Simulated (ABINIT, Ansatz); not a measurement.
# AlGaN2 (P-4m2): one start, several treatments of the self-energy, part 2 of 2

Wanted: the gap of AlGaN2 (P-4m2) under several approximations, with cost.

ABINIT 10.8.3; LDA and many-body steps on it, plane waves. Known limits of the many-body steps: not at the basis limit; no spin-orbit coupling; coarse k mesh.

So far. Step 5 (G0W0, von der Linden-Horsch plasmon pole): Against G0W0 in ABINIT (4×4×2 mesh, 45 bands, screening to 114.3 eV, Godby-Needs plasmon pole), the gap moves by +0.001 eV. Step 6 (G0W0, Engel-Farid plasmon pole): Against G0W0 in ABINIT (4×4×2 mesh, 45 bands, screening to 114.3 eV, Godby-Needs plasmon pole), the gap moves by −0.028 eV.

## Step 7: One-shot Hartree-Fock

This step: one-shot Hartree-Fock on LDA, plane waves, norm-conserving pseudopotentials.

Contents of run.abi:

```
acell 3*1.0 Angstrom
rprim 
  3.140877048700 0.000000000000 0.000000000000
  0.000000000000 3.140877048700 0.000000000000
  0.000000000000 0.000000000000 4.423837940000
ntypat 3
znucl 13 31 7
natom 4
typat 1 2 3 3
xred 
  0.500000000000 0.500000000000 0.500000000000
  0.000000000000 0.000000000000 0.000000000000
  0.500000000000 0.000000000000 0.738264810000
  0.000000000000 0.500000000000 0.261735190000
pp_dirpath "pseudos"
pseudos "Al.upf, Ga.upf, N.upf"
ecut 45
ngkpt 4 4 2
nshiftk 1
shiftk 0 0 0
kptopt 1
chksymbreak 0
istwfk *1
occopt 1
irdwfk 1
optdriver 4
nband 21
gwcalctyp 5
ecutsigx 45
symsigma 1
nkptgw 1
kptgw 
  0.0000000000 0.0000000000 0.0000000000
bdgw 
  16 19
ixc_sigma 40
fftgw 31
indata_prefix "in"
outdata_prefix "out"
tmpdata_prefix "tmp"
```

Command:

```bash
$ OMP_NUM_THREADS=1 mpirun -n 4 abinit run.abi > log
```

Numbers of over 12 decimals in the logs are rounded to 6 here.

The log of the run:

```text
.Version 10.8.3 of ABINIT. v10.8.2 released Aug 2026.

 Symmetries : space group P-4 m 2 (#115); Bravais tP (primitive tetrag.)
[... echo of the input left out ...]
== DATASET  1 ==================================================================
-   mpi_nproc: 4, omp_nthreads: 1 (-1 if OMP is not activated)

--- !DatasetInfo
iteration_state: {dtset: 1, }
dimensions: {natom: 4, nkpt: 12, mband: 21, nsppol: 1, nspinor: 1, nspden: 1, mpw: 4296, }
cutoff_energies: {ecut:  45.0, pawecutdg:  -1.0, }
[...]
17   6.057 -17.927 -21.690   0.000   1.000   0.000 -21.690  -3.763   2.294
       18   8.929 -13.963  -9.273   0.000   1.000   0.000  -9.273   4.690  13.619
       19   9.588 -11.842  -7.310   0.000   1.000   0.000  -7.310   4.532  14.120

== END DATASET(S) ==============================================================
================================================================================

 -outvars: echo values of variables after computation  --------
           etotal      0.0000000000E+00
            nband          21
             nkpt          12
          spgroup         115
 [... the other variables as echoed above ...]

 Calculation completed.
```

It took 3.7 s on 4 MPI ranks of Arm Neoverse V1, shared host; peak memory 0.43 GiB.

Numbers from this step:

```
quasiparticle gap on the points computed              : 11.32 eV
starting gap on the mesh                              : 2.872 eV
k of the valence top                                  : 0, 0, 0
k of the conduction bottom                            : 0, 0, 0
least direct quasiparticle gap on the computed points : 11.32 eV
```

Against G0W0 in ABINIT (4×4×2 mesh, 45 bands, screening to 114.3 eV, Godby-Needs plasmon pole), the gap moves by +7.146 eV.

## Step 8: Screening, 4×4×2 mesh, 45 bands, screening to 114.3 eV

This step: RPA screening on LDA, plane waves, norm-conserving pseudopotentials.

Changes to run.abi since step 7:

```diff
@@ -25,14 +25,14 @@
 irdwfk 1
-optdriver 4
-nband 21
-gwcalctyp 5
-ecutsigx 45
-symsigma 1
-nkptgw 1
-kptgw 
-  0.0000000000 0.0000000000 0.0000000000
-bdgw 
-  16 19
-ixc_sigma 40
-fftgw 31
+optdriver 3
+nband 45
+ecuteps 4.2
+inclvkb 2
+awtr 1
+symchi 1
+gwcalctyp 2
+nfreqre 16
+freqremax 40 eV
+nfreqim 8
+spmeth 1
+nomegasf 120
 indata_prefix "in"
```

The log of the run:

```text
.Version 10.8.3 of ABINIT. v10.8.2 released Aug 2026.

 Symmetries : space group P-4 m 2 (#115); Bravais tP (primitive tetrag.)
[... echo of the input left out ...]
== DATASET  1 ==================================================================
-   mpi_nproc: 4, omp_nthreads: 1 (-1 if OMP is not activated)

--- !DatasetInfo
iteration_state: {dtset: 1, }
dimensions: {natom: 4, nkpt: 12, mband: 45, nsppol: 1, nspinor: 1, nspden: 1, mpw: 4296, }
cutoff_energies: {ecut:  45.0, pawecutdg:  -1.0, }
electrons: {nelect:   3.40000000E+01, charge:   0.00000000E+00, occopt:   1.00000000E+00, tsmear:   1.00000000E-02, }

 SCREENING: Calculation of the susceptibility and dielectric matrices

 Based on a program developped by R.W. Godby, V. Olevano, G. Onida, and L. Reining.
 Incorporated in ABINIT by V. Olevano, G.-M. Rignanese, and M. Torrent.
.Using double precision arithmetic ; gwpc =  8

[... cell and pseudopotentials left out ...]
--------------------------------------------------------------------------------

 ==== K-mesh for the wavefunctions ====
 Number of points in the irreducible wedge :    12
[... list of points left out ...]
 Together with  8 symmetry operations and time-reversal symmetry
 yields    32 points in the full Brillouin Zone.

 ==== Q-mesh for the screening function ====
 Number of points in the irreducible wedge :    12
[... list of points left out ...]
 Together with  8 symmetry operations and time-reversal symmetry
 yields    32 points in the full Brillouin Zone.

 setmesh: FFT mesh size selected  =    24x   24x   36
          total number of points  =        20736

 vcoul_init : cutoff-mode = AUXILIARY_FUNCTION
 q-points for optical limit:   1
     1)      0.000010    0.000020    0.000030

- screening: taking advantage of time-reversal symmetry
- Maximum band index for partially occupied states nbvw = 17
- Remaining bands to be divided among processors   nbcw = 28
- Number of bands treated by each node ~7

 Number of electrons calculated from density =   34.0000; Expected =   34.0000
 average of density, n =  0.115447
 r_s =    1.2740
 omega_plasma =   32.7753 [eV]

 calculating chi0 at frequencies [eV] :
  1    0.000000E+00    0.000000E+00
  2    2.666667E+00    0.000000E+00
  3    5.333333E+00    0.000000E+00
[...]
23    0.000000E+00    8.347290E+01
 24    0.000000E+00    1.175307E+02

--------------------------------------------------------------------------------
  q-point number  1        q = ( 0.000000, 0.000000, 0.000000) [r.l.u.]
--------------------------------------------------------------------------------
[... chi0 elements left out ...]
  [... further frequencies ...]

 No. of calculated frequencies >  15, stop printing
 For q-point:  0.000010 0.000020 0.000030
  dielectric constant =   5.5308
  dielectric constant without local fields =   5.9882

  Average fulfillment of the sum rule on Im[epsilon] for q-point    1 :     26.23  [%]
[... wings left out ...]
  q-point number  2        q = ( 0.250000, 0.000000, 0.000000) [r.l.u.]
--------------------------------------------------------------------------------
[... chi0 elements left out ...]
  [... further frequencies ...]

 No. of calculated frequencies >  15, stop printing
  Average fulfillment of the sum rule on Im[epsilon] for q-point    2 :     36.89  [%]

 [... 10 further q-points ...]
```

The job ended after 19 s (4 MPI ranks; peak memory 0.91 GiB).

This step gave:

```yaml
eps_infinity_with_local_fields_on_this_mesh_along_the_program_s_q_direction: 5.531
the_same_without_local_fields: 5.988
plasma_frequency: 32.78 eV
plane_waves_in_the_screening_matrix: 123
```

## Step 9: G0W0, contour deformation

This step: G0W0 on LDA, plane waves, norm-conserving pseudopotentials.

Changes to run.abi since step 8:

```diff
@@ -25,14 +25,14 @@
 irdwfk 1
-optdriver 3
+optdriver 4
 nband 45
+gwcalctyp 2
+ecutsigx 45
+symsigma 1
+nkptgw 1
+kptgw 
+  0.0000000000 0.0000000000 0.0000000000
+bdgw 
+  16 19
 ecuteps 4.2
-inclvkb 2
-awtr 1
-symchi 1
-gwcalctyp 2
-nfreqre 16
-freqremax 40 eV
-nfreqim 8
-spmeth 1
-nomegasf 120
+irdscr 1
 indata_prefix "in"
```

The log of the run:

```text
.Version 10.8.3 of ABINIT. v10.8.2 released Aug 2026.

 Symmetries : space group P-4 m 2 (#115); Bravais tP (primitive tetrag.)
[... echo of the input left out ...]
== DATASET  1 ==================================================================
-   mpi_nproc: 4, omp_nthreads: 1 (-1 if OMP is not activated)

--- !DatasetInfo
iteration_state: {dtset: 1, }
dimensions: {natom: 4, nkpt: 12, mband: 45, nsppol: 1, nspinor: 1, nspden: 1, mpw: 4296, }
cutoff_energies: {ecut:  45.0, pawecutdg:  -1.0, }
[...]
17   6.057 -17.927 -21.690   3.702   0.772  -0.295 -17.974  -0.047   6.009
[...]
19   9.588 -11.842  -7.310  -3.246   0.817  -0.224 -10.791   1.051  10.639
       19   0.000   0.000   0.000  -0.000   0.000   0.000  -0.000  -0.000  -0.000

== END DATASET(S) ==============================================================
================================================================================

 -outvars: echo values of variables after computation  --------
           etotal      0.0000000000E+00
            nband          45
             nkpt          12
          spgroup         115
 [... the other variables as echoed above ...]

 Calculation completed.
```

Run time: 4 s. Hardware: 4 MPI ranks; peak memory 0.35 GiB.

This step gave:

```
G0W0 gap on the points computed              : 4.182 eV
starting gap on the mesh                     : 2.872 eV
k of the valence top                         : 0, 0, 0
k of the conduction bottom                   : 0, 0, 0
least direct G0W0 gap on the computed points : 4.182 eV
```

Against G0W0 in ABINIT (4×4×2 mesh, 45 bands, screening to 114.3 eV, Godby-Needs plasmon pole), the gap moves by +0.003 eV.

## Step 10: The runs together

Times are wall times on 4 MPI ranks of Arm Neoverse V1, shared host, good to a factor of about two. A run's time includes the screening step that it read.

```csv
run,mesh,bands,screening cutoff (eV),DFT gap (eV),gap on the mesh (eV),direct (eV),ε∞ used,time
"G0W0, Godby-Needs plasmon pole",4×4×2,45,114.3,2.872,4.179,4.179,5.44,20 s
"G0W0, von der Linden-Horsch plasmon pole",4×4×2,45,114.3,2.872,4.180,4.180,5.44,20 s
"G0W0, Engel-Farid plasmon pole",4×4×2,45,114.3,2.872,4.151,4.151,5.44,20 s
one-shot Hartree-Fock,4×4×2,-,-,2.872,11.325,11.325,-,3.7 s
"G0W0, contour deformation",4×4×2,45,114.3,2.872,4.182,4.182,5.53,23 s
```

## Step 11: Results

```json
{
  "G0W0, Godby-Needs plasmon pole": "4.179 eV",
  "G0W0, von der Linden-Horsch plasmon pole": "4.180 eV",
  "G0W0, Engel-Farid plasmon pole": "4.151 eV",
  "one-shot Hartree-Fock": "11.325 eV",
  "G0W0, contour deformation": "4.182 eV",
  "known limits": "not at the basis limit; no spin-orbit coupling; coarse k mesh"
}
```

In words: G0W0, von der Linden-Horsch plasmon pole: +0.001 eV against G0W0, Godby-Needs plasmon pole. G0W0, Engel-Farid plasmon pole: −0.028 eV against G0W0, Godby-Needs plasmon pole. One-shot Hartree-Fock: +7.146 eV against G0W0, Godby-Needs plasmon pole. G0W0, contour deformation: +0.003 eV against G0W0, Godby-Needs plasmon pole. Bare exchange alone opens the gap to 11.32 eV; against G0W0, correlation takes back 7.15 eV. Bands and cutoff are finite, so the gap is not at the basis limit. The miss can reach some tenths of an eV and take either sign; the mesh is an error of its own. In the first G0W0 run levels were corrected at 1 k point alone, so a gap called «on the mesh» is the least over those, and an edge elsewhere would be missed. The 4×4×2 mesh is coarse for this cell, which bears on the long-range parts of exchange and screening. The many-body steps are scalar-relativistic: spin-orbit coupling is not in them.

[Paths, hosts, dates, memory and timing lines, banners, echoed tables and standing remarks are left out of the program output.]

[Logs are printed without paths, hosts, clocks, repeated set-up lines and the standing remarks that a program may print on its own settings, such as how far it seeks lower states.]

[Runs of the session that timed out or met a known fault of the program may be left out.]

[No measured gap is set beside runs whose start may be inverted or whose files or cutoffs have a known fault.]

[Hosts, paths, dates, database ids (printed as entryN), source tags and the programs' standing remarks are cut or masked in the printed files.]

[G0W0 gaps are taken among the corrected bands and points alone; a level outside them can change the order at an edge.]

[Where Ansatz stands beside ABINIT at settings called matched, ABINIT's density can come from a denser mesh and the files from another edition; pairs whose starting gaps differed by over 0.03 eV were left out, so agreement reads better than it is.]
